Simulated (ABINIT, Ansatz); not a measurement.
# A GW run on BaHCl (P4/nmm) in ABINIT, with inputs changed

What do changed inputs do to GW on BaHCl (P4/nmm)?

Main program and level: ABINIT 10.8.3; LDA and many-body steps on it, plane waves.

### Step 1. Starting point

The structure is tetragonal, space group P4/nmm (No. 129). Conventional cell: a = 4.408 Å, b = 4.408 Å, c = 7.202 Å, α = 90.00°, β = 90.00°, γ = 90.00°. Nearest to Ba lie 4 H at 2.69 Å and 6 Cl at 3.13 to 4.07 Å. Nearest to H lie 4 Ba at 2.69 Å. Cl has 6 Ba at 3.13 to 4.07 Å and 4 H at 3.35 Å nearest. Farther neighbours and most contacts between anions are not listed.

The cell and positions come from the Crystallography Open Database and are kept as given unless a step says otherwise. Spin-orbit coupling is left out unless a step names it.

### Step 2. Screening, 4×4×2 mesh, 168 bands, screening to 141.5 eV

This step: ABINIT 10.8.3; RPA screening on LDA, plane waves, norm-conserving pseudopotentials.

The RPA dielectric matrix is built and inverted for each q.

run.abi

```
acell 3*1.0 Angstrom
rprim 
  4.408000000000 0.000000000000 0.000000000000
  0.000000000000 4.408000000000 0.000000000000
  0.000000000000 0.000000000000 7.202000000000
ntypat 3
znucl 56 1 17
natom 6
typat 1 1 2 2 3 3
xred 
  0.000000000000 0.500000000000 0.215000000000
  0.500000000000 0.000000000000 0.785000000000
  0.000000000000 0.000000000000 0.000000000000
  0.500000000000 0.500000000000 0.000000000000
  0.000000000000 0.500000000000 0.650000000000
  0.500000000000 0.000000000000 0.350000000000
pp_dirpath "pseudos"
pseudos "Ba.upf, H.upf, Cl.upf"
ecut 31
ngkpt 4 4 2
nshiftk 1
shiftk 0 0 0
kptopt 1
chksymbreak 0
istwfk *1
occopt 1
irdwfk 1
optdriver 3
nband 168
ecuteps 5.2
inclvkb 2
awtr 1
symchi 1
indata_prefix "in"
outdata_prefix "out"
tmpdata_prefix "tmp"
```

The run is started by

```sh
$ OMP_NUM_THREADS=1 mpirun -n 4 abinit run.abi > log
```

Output:

```text
.Version 10.8.3 of ABINIT. v10.8.2 released Aug 2026.

 Symmetries : space group P4/n m m (#129); Bravais tP (primitive tetrag.)
[... echo of the input left out ...]
== DATASET  1 ==================================================================
-   mpi_nproc: 4, omp_nthreads: 1 (-1 if OMP is not activated)

--- !DatasetInfo
iteration_state: {dtset: 1, }
dimensions: {natom: 6, nkpt: 12, mband: 168, nsppol: 1, nspinor: 1, nspden: 1, mpw: 7826, }
cutoff_energies: {ecut:  31.0, pawecutdg:  -1.0, }
electrons: {nelect:   3.60000000E+01, charge:   0.00000000E+00, occopt:   1.00000000E+00, tsmear:   1.00000000E-02, }

 SCREENING: Calculation of the susceptibility and dielectric matrices

 Based on a program developped by R.W. Godby, V. Olevano, G. Onida, and L. Reining.
 Incorporated in ABINIT by V. Olevano, G.-M. Rignanese, and M. Torrent.
.Using double precision arithmetic ; gwpc =  8

[... cell and pseudopotentials left out ...]
--------------------------------------------------------------------------------

 ==== K-mesh for the wavefunctions ====
 Number of points in the irreducible wedge :    12
[... list of points left out ...]
 Together with 16 symmetry operations and time-reversal symmetry
 yields    32 points in the full Brillouin Zone.

 ==== Q-mesh for the screening function ====
 Number of points in the irreducible wedge :    12
[... list of points left out ...]
 Together with 16 symmetry operations and time-reversal symmetry
 yields    32 points in the full Brillouin Zone.

 setmesh: FFT mesh size selected  =    30x   30x   48
          total number of points  =        43200

 vcoul_init : cutoff-mode = AUXILIARY_FUNCTION
 q-points for optical limit:   1
     1)      0.000010    0.000020    0.000030

- screening: taking advantage of time-reversal symmetry
- Maximum band index for partially occupied states nbvw = 18
- Remaining bands to be divided among processors   nbcw = 150
- Number of bands treated by each node ~37

 Number of electrons calculated from density =   36.0000; Expected =   36.0000
 average of density, n =  0.038121
 r_s =    1.8432
 omega_plasma =   18.8339 [eV]

 calculating chi0 at frequencies [eV] :
  1    0.000000E+00    0.000000E+00
  2    0.000000E+00    1.883391E+01

--------------------------------------------------------------------------------
  q-point number  1        q = ( 0.000000, 0.000000, 0.000000) [r.l.u.]
--------------------------------------------------------------------------------
[... chi0 elements left out ...]
 For q-point:  0.000010 0.000020 0.000030
  dielectric constant =   3.5912
  dielectric constant without local fields =   4.1595

  Average fulfillment of the sum rule on Im[epsilon] for q-point    1 :     81.06  [%]
[... wings left out ...]
  q-point number  2        q = ( 0.250000, 0.000000, 0.000000) [r.l.u.]
--------------------------------------------------------------------------------
[... chi0 elements left out ...]
  Average fulfillment of the sum rule on Im[epsilon] for q-point    2 :     88.08  [%]

 [... 10 further q-points ...]
```

Run time: 4.2 min. Hardware: 4 MPI ranks of Intel Xeon 6975P-C (Granite Rapids), shared host; peak memory 2.6 GiB.

Numbers from this step:

* ε∞ with local fields, on this mesh, along the program's q direction: 3.591
* the same without local fields: 4.160
* plasma frequency: 18.83 eV
* plane waves in the screening matrix: 513

Local fields lower ε∞ by 14 %. On a Γ-centred mesh this coarse the value itself is usually too large, while a short band sum pulls it down.

### Step 3. Base

The self-energy is evaluated for the states that the input lists, and the levels follow from it, in one-shot runs by the linearised quasiparticle equation.

This step: G0W0 on LDA, plane waves, norm-conserving pseudopotentials.

run.abi: that of step 2 with these lines changed.

```diff
@@ -27,8 +27,17 @@
 irdwfk 1
-optdriver 3
+optdriver 4
 nband 168
+gwcalctyp 0
+ecutsigx 31
+symsigma 1
+nkptgw 2
+kptgw 
+  0.0000000000 0.0000000000 0.5000000000
+  0.0000000000 0.0000000000 0.0000000000
+bdgw 
+  17 20
+  17 20
 ecuteps 5.2
-inclvkb 2
-awtr 1
-symchi 1
+irdscr 1
+ppmodel 1
 indata_prefix "in"
```

Output:

```text
.Version 10.8.3 of ABINIT. v10.8.2 released Aug 2026.

 Symmetries : space group P4/n m m (#129); Bravais tP (primitive tetrag.)
[... echo of the input left out ...]
== DATASET  1 ==================================================================
-   mpi_nproc: 4, omp_nthreads: 1 (-1 if OMP is not activated)

--- !DatasetInfo
iteration_state: {dtset: 1, }
dimensions: {natom: 6, nkpt: 12, mband: 168, nsppol: 1, nspinor: 1, nspden: 1, mpw: 7826, }
cutoff_energies: {ecut:  31.0, pawecutdg:  -1.0, }
electrons: {nelect:   3.60000000E+01, charge:   0.00000000E+00, occopt:   1.00000000E+00, tsmear:   1.00000000E-02, }

 SIGMA: Calculation of the GW corrections

 Based on a program developped by R.W. Godby, V. Olevano, G. Onida, and L. Reining.
 Incorporated in ABINIT by V. Olevano, G.-M. Rignanese, and M. Torrent.
.Using double precision arithmetic ; gwpc =  8

[... cell and pseudopotentials left out ...]
--------------------------------------------------------------------------------

 ==== K-mesh for the wavefunctions ====
 Number of points in the irreducible wedge :    12
[... list of points left out ...]
 Together with 16 symmetry operations and time-reversal symmetry
 yields    32 points in the full Brillouin Zone.

 ==== Q-mesh for screening function ====
 Number of points in the irreducible wedge :    12
[... list of points left out ...]
 Together with 16 symmetry operations and time-reversal symmetry
 yields    32 points in the full Brillouin Zone.

 vcoul_init : cutoff-mode = AUXILIARY_FUNCTION
 q-points for optical limit:   1
     1)      0.000010    0.000020    0.000030
 setmesh: FFT mesh size selected  =    48x   48x   75
          total number of points  =       172800

 Number of electrons calculated from density =   36.0000; Expected =   36.0000
 average of density, n =  0.038121
 r_s =    1.8432
 omega_plasma =   18.8339 [eV]

 === KS Band Gaps ===
  >>>> For spin  1
   Minimum direct gap =   3.0017 [eV], located at k-point      :   0.0000  0.0000  0.5000
   Fundamental gap    =   3.0017 [eV], Top of valence bands at :   0.0000  0.0000  0.5000
                                       Bottom of conduction at :   0.0000  0.0000  0.5000
 SIGMA fundamental parameters:
 PLASMON POLE MODEL  1
 number of plane-waves for SigmaX                 7727
 number of plane-waves for SigmaC and W            513
 number of plane-waves for wavefunctions          7727
 number of bands                                   168
 number of independent spin polarizations            1
 number of spinorial components                      1
 number of k-points in IBZ                          12
 number of q-points in IBZ                          12
 number of symmetry operations                      16
 number of k-points in BZ                           32
 number of q-points in BZ                           32
 number of frequencies for dSigma/dE                 9
 frequency step for dSigma/dE [eV]                0.25
 number of omega for Sigma on real axis              0
 max omega for Sigma on real axis  [eV]           0.00
 zcut for avoiding poles [eV]                     0.10

 EPSILON^-1 parameters (SCR file):
 dimension of the eps^-1 matrix on file            513
 dimension of the eps^-1 matrix used               513
 number of plane-waves for wavefunctions          7727
 number of bands                                   168
 number of q-points in IBZ                          12
 number of frequencies                               2
 number of real frequencies                          1
 number of imag frequencies                          1

 matrix elements of self-energy operator (all in [eV])

 Perturbative Calculation

--- !SelfEnergy_ee
iteration_state: {dtset: 1, }
kpoint     : [   0.000,    0.000,    0.500, ]
spin       : 1
KS_gap     :    3.002
QP_gap     :    5.184
Delta_QP_KS:    2.182
data: !SigmaeeData |
     Band     E0 <VxcDFT>   SigX SigC(E0)      Z dSigC/dE  Sig(E)    E-E0       E
       17   2.614 -10.240 -13.237   1.667   0.789  -0.267 -11.289  -1.049   1.565
       18   2.866 -12.342 -15.919   2.091   0.790  -0.266 -13.516  -1.174   1.692
       19   5.867  -8.712  -4.270  -3.241   0.839  -0.191  -7.705   1.008   6.875
       20   6.779  -8.989  -4.335  -3.448   0.837  -0.195  -7.980   1.008   7.787

--- !SelfEnergy_ee
iteration_state: {dtset: 1, }
kpoint     : [   0.000,    0.000,    0.000, ]
spin       : 1
KS_gap     :    3.905
QP_gap     :    6.015
Delta_QP_KS:    2.110
data: !SigmaeeData |
     Band     E0 <VxcDFT>   SigX SigC(E0)      Z dSigC/dE  Sig(E)    E-E0       E
       17   1.942 -10.572 -14.058   2.033   0.786  -0.273 -11.713  -1.141   0.801
       18   2.571 -10.173 -13.089   1.618   0.790  -0.266 -11.198  -1.025   1.546
       19   6.476  -9.161  -4.489  -3.377   0.838  -0.194  -8.076   1.085   7.561
       20   7.056  -9.871  -5.041  -3.524   0.830  -0.204  -8.786   1.084   8.140

== END DATASET(S) ==============================================================
================================================================================

 -outvars: echo values of variables after computation  --------
           etotal      0.0000000000E+00
            nband         168
             nkpt          12
          spgroup         129
 [... the other variables as echoed above ...]

 Calculation completed.
```

Elapsed: 53 s, on 4 MPI ranks; peak memory 2.8 GiB; 3.1 min of CPU time.

Numbers from this step:

```
G0W0 gap on the points computed              : 5.183 eV
starting gap on the mesh                     : 3.002 eV
k of the valence top                         : 0, 0, 0.5
k of the conduction bottom                   : 0, 0, 0.5
Z at the valence top                         : 0.79
Z at the conduction bottom                   : 0.839
least direct G0W0 gap on the computed points : 5.183 eV
```

The gap on the mesh goes from 3.00 eV to 5.18 eV, a correction of +2.18 eV.

(Continued in part 2 of 2.)

[Paths, hosts, dates, memory and timing lines, banners, echoed tables and standing remarks are left out of the program output.]

[Logs are printed without paths, hosts, clocks, repeated set-up lines and the standing remarks that a program may print on its own settings, such as how far it seeks lower states.]

[Runs of the session that timed out or met a known fault of the program may be left out.]

[No measured gap is set beside runs whose start may be inverted or whose files or cutoffs have a known fault.]

[Hosts, paths, dates, database ids (printed as entryN), source tags and the programs' standing remarks are cut or masked in the printed files.]

[G0W0 gaps are taken among the corrected bands and points alone; a level outside them can change the order at an edge.]

[Where Ansatz stands beside ABINIT at settings called matched, ABINIT's density can come from a denser mesh and the files from another edition; pairs whose starting gaps differed by over 0.03 eV were left out, so agreement reads better than it is.]
